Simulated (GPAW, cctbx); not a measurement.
# Bonding in TlCdBi as X-rays see it

Question: by how much does bonding change the X-ray structure factors of TlCdBi, and what does a routine refinement make of it?

The cell comes from substitution in a known structure type and wasn't matched to any measured phase. All numbers below are calculated.

### 1. Relax the structure

The density hangs on the geometry, so cell and atoms are relaxed first, with the symmetry held. The cutoff is set higher than for the density because stress converges slowly with plane waves.

Settings: GPAW 26.7.0, PBE, 570 eV, 5×5×3 k-points (along the axes of the calculation cell), Fermi–Dirac width 0.1 eV, BFGS to 0.03 eV/Å.

```text
cell
1.0
     4.863000000    0.000000000    0.000000000
    -2.431500000    4.211481539    0.000000000
     0.000000000    0.000000000    7.535000000
Bi Tl Cd
2 2 2
Direct
0.000000000 0.000000000 0.000000000
0.000000000 0.000000000 0.500000000
0.666666667 0.333333333 0.250000000
0.333333333 0.666666667 0.750000000
0.666666667 0.333333333 0.750000000
0.333333333 0.666666667 0.250000000
```

```console
$ OMP_NUM_THREADS=1 mpirun -n 4 gpaw python run.py > gpaw.log
```

```text
BFGS:    0      -14.860274        1.689734
BFGS:    1      -14.946677        1.564985
BFGS:    2      -15.340327        0.886825
BFGS:    3      -15.525929        0.347067
...
BFGS:   14      -15.842832        0.137087
BFGS:   15      -15.850190        0.047986
BFGS:   16      -15.850893        0.006676
cell  5.6703 5.6703 6.4475  90.00 90.00 120.00
volume 179.526 A^3, largest force 0.000 eV/A, largest stress 0.04 GPa
```

The cell moved far, while the k-mesh and basis were chosen for the start, so the final shape may be somewhat biased.

After 16 steps the volume has changed by +16.3 % and the energy by -0.991 eV; the largest stress left is 0.04 GPa. It took 5.3 min on 4 cores of Arm Neoverse V1 (shared host), peak memory 1.6 GiB.

Relaxed structure: P6_3/mmc (no. 194), a = 5.6703 Å, b = 5.6703 Å, c = 6.4475 Å, α = 90.00°, β = 90.00°, γ = 120.00°.

```csv
atom,mult.,x,y,z
Bi1,2,0,0,0
Tl1,2,2/3,1/3,1/4
Cd1,2,2/3,1/3,3/4
```

### 2. The all-electron density

X-rays see the whole electron density, so the PAW density is rebuilt with its core regions. Subtracting spherical free atoms from the same code cancels the cores and leaves the deformation density Δρ, the part due to bonding.

Settings: PBE, 450 eV, 5×5×4 k-points (along the axes of the calculation cell), Fermi–Dirac width 0.1 eV; primitive cell of 6 atoms.

```console
$ OMP_NUM_THREADS=1 mpirun -n 4 gpaw python run.py > gpaw.log
```

```text
|iter:   1|       0s |  -15.743779 | -0.57 |       |
|iter:   2|       2s |  -15.699048 | -2.26 | -1.65 |
|iter:   3|       4s |  -15.523589 | -2.07 | -1.68 |
...
|iter:   8|      13s |  -15.529034c| -6.14 | -4.25c|
|iter:   9|      15s |  -15.529030c| -6.57 | -4.61c|
|iter:  10|      17s |  -15.529033c| -7.95c| -5.06c|
```

```text
grid (56, 56, 64)  electrons 424.000  moved by bonding 0.677 e
deformation density beyond 0.5 A of the nuclei: max 0.021, min -0.047 e/A^3
atom        x       y       z   Voronoi charge  moment
Bi1    0.0000  0.0000  0.0000     -0.035       0.00
Bi2    0.0000  0.0000  0.5000     -0.035       0.00
Tl3    0.6667  0.3333  0.2500     -0.048       0.00
Tl4    0.3333  0.6667  0.7500     -0.048       0.00
Cd5    0.6667  0.3333  0.7500      0.083       0.00
Cd6    0.3333  0.6667  0.2500      0.083       0.00
mean inner potential of superposed free atoms 18.604 V
total magnetic moment 0.000 muB
```

Deformation density in a plane through the shortest contact of the Bi atom at the origin, in 0.01 e/Å³ (clipped at ±99); x from -1.6 to 4.8 Å, y from 2.4 down to -2.4 Å:

```text
 -2  -2   0   1   1   0  -2  -4  -4  -2   0   1   1   0  -2  -2
  0   0   1   1   1   1   0  -1  -1   0   1   1   1   1   0   0
  1   1   1   0   1   1   1   1   1   1   1   1   0   1   1   1
  1   0   0  -1  -1   0   0   1   1   0   0  -1  -1   0   0   1
  1   0  -1   0   0  -1  -1   1   1  -1  -1   0   0  -1   0   1
  2   0   1  -2   .  -1  -1   1   1  -1  -1   .  -2   1   0   2
  2   0   1   .   .  -1   0   2   2   0  -1   .   .   1   0   2
  2   0   1  -2   .  -1  -1   1   1  -1  -1   .  -2   1   0   2
  1   0  -1   0   0  -1  -1   1   1  -1  -1   0   0  -1   0   1
  1   1   0  -1  -1   0   0   1   1   0   0  -1  -1   0   1   1
  1   1   1   1   0   1   1   1   1   1   1   0   1   1   1   1
 -1   0   0   1   1   1   0   0   0   0   1   1   1   0   0  -1
 -4  -3  -1   1   1   0  -1  -2  -2  -1   0   1   1  -1  -3  -4
```

Atoms in or within 0.15 Å of the plane: Bi (0.0, 0.0), Bi (3.2, 0.0) Å. Dots mark points within about 0.45 Å of a nucleus; large values next to them are atomic features.

Tl gains most (-0.05 e) and Cd loses most (+0.08 e), which isn't the order of electronegativity: valence and coordination count too, and Voronoi cells cut space at the midplane whatever the atoms' sizes. Along the shortest contact from the Bi atom at the map's origin, Bi–Bi at 3.22 Å, Δρ is +0.02 e/Å³ at the midpoint: little piles up between the atoms, as is usual in a metallic crystal, which this run finds. At the midpoints of other shortest contacts it is +0.01 (Tl–Cd, 3.22 Å) e/Å³. Point values carry grid noise of about 0.01 e/Å³. The run needed 10 iterations, 25 s.

### 3. From the density to structure factors

The Fourier components of Δρ, added to those of the free atoms, give the static X-ray structure factors; the Mott–Bethe relation turns them into the Fourier components V of the potential that fast electrons feel.

```text
static structure factors of the conventional cell: F in electrons, V (Mott-Bethe) in volts
   h  k  l      d  |F| table  |F| free   |F| DFT   change   |V| free  |V| DFT  change %
   1  0  0  4.9106    35.257    35.149    35.246    0.097     1.140    1.080     -5.2
   1  0  1  3.9066    54.457    54.369    54.488    0.119     1.086    1.040     -4.3
   0  0  2  3.2237    80.365    80.398    80.238   -0.160     3.078    3.121      1.4
   1  1  0  2.8351   366.543   366.380   366.084   -0.295    11.825   11.885      0.5
   1  0  2  2.6949   252.606   252.485   252.258   -0.226     7.883    7.925      0.5
   2  0  0  2.4553    32.566    32.587    32.605    0.019     0.679    0.676     -0.4
   2  0  1  2.2946    51.111    51.150    51.176    0.026     0.808    0.804     -0.4
   1  1  2  2.1290    70.984    70.840    70.780   -0.060     2.449    2.456      0.3
   1  0  3  1.9689    49.737    49.780    49.759   -0.021     0.730    0.732      0.3
   2  0  2  1.9533   231.482   231.361   231.314   -0.047     6.199    6.204      0.1
   2  1  0  1.8560    31.220    31.288    31.314    0.025     0.502    0.500     -0.4
   2  1  1  1.7836    48.741    48.775    48.737   -0.038     0.681    0.684      0.5
   3  0  0  1.6369   311.092   310.916   311.072    0.156     7.736    7.725     -0.1
   2  0  3  1.6172    47.665    47.682    47.639   -0.043     0.633    0.636      0.5
```

The largest X-ray change is -0.29 e on 110, 0.1 % of |F|. For electrons V goes as (Z − F)/g², so a change of F counts against Z − F, which is small at low angle and wherever the atoms' terms cancel: |V| of 100 moves by -5.2 % (1.14 to 1.08 V) against +0.3 % in |F|. The last three rows still change by up to 0.16 e; the table stops while the angles are still low. The tabulated Hartree–Fock atoms differ from the free DFT atoms by up to 0.18 e, so the choice of reference atom matters too.

### 4. What a spherical-atom refinement makes of it

Routine crystallography fits spherical atoms. To see the bias, intensities are simulated from tabulated atoms plus the DFT change ΔF, so that bonding alone can misfit (11314 reflections of the full sphere, merged to the counts below, to 0.4 Å, 1.5 % proportional noise plus counting noise, assumed isotropic U as listed, Δρ smeared by the mean U) and refined with cctbx over different ranges.

```csv
range,data,R1,GooF,U Bi1 (true 0.0035),U Tl1 (true 0.0036),U Cd1 (true 0.0044),largest shift (Å),"Δρ max, min (e/Å³)"
all data,601,0.0035,0.93,0.0035,0.0036,0.0044,0.0000,"0.45, -0.42"
"low resolution, d > 0.84",78,0.0023,0.81,0.0034,0.0035,0.0043,0.0000,"0.23, -0.11"
"high order, d < 0.75",494,0.0039,0.92,0.0035,0.0036,0.0044,0.0000,"0.42, -0.58"
"occupancies free, d > 0.7",128,0.0025,0.91,0.0034,0.0036,0.0044,0.0000,"0.22, -0.24"
```

With all data GooF is 0.93, so at this noise the bonding hardly shows; the top residual peak, near noise level, lies 1.07 Å from Tl and 2.42 Å from Cd. No U is off by more than 3 s.u. at low resolution. Symmetry fixes every coordinate, so the shifts are zero by construction. With Bi1 held at 1 and the scale free, the other occupancies refine to Tl1 1.000(0.001) and Cd1 1.000(0.001), within three s.u. of full.

### 5. Answer

Bonding moves 0.68 e in the primitive cell of TlCdBi and changes the structure factors of the conventional cell in the table above by at most 0.29 e (110, 0.1 %), and among reflections above 2 % of the strongest by up to 0.3 % (100). The shortest bond, Bi–Bi, has Δρ = +0.02 e/Å³ at its midpoint, with no localised bond charge. With all data GooF is 0.93, so at this noise the bonding hardly shows. Limits: static density, frozen cores, no spin–orbit coupling.

[Outputs are excerpts: Python notices, other lines and further rows are left out; steps that failed or that the build refused (PBEsol, TPSS) are not shown.]

[Logs are printed without paths, hosts, clocks, repeated set-up lines and the standing remarks that a program may print on its own settings, such as how far it seeks lower states.]
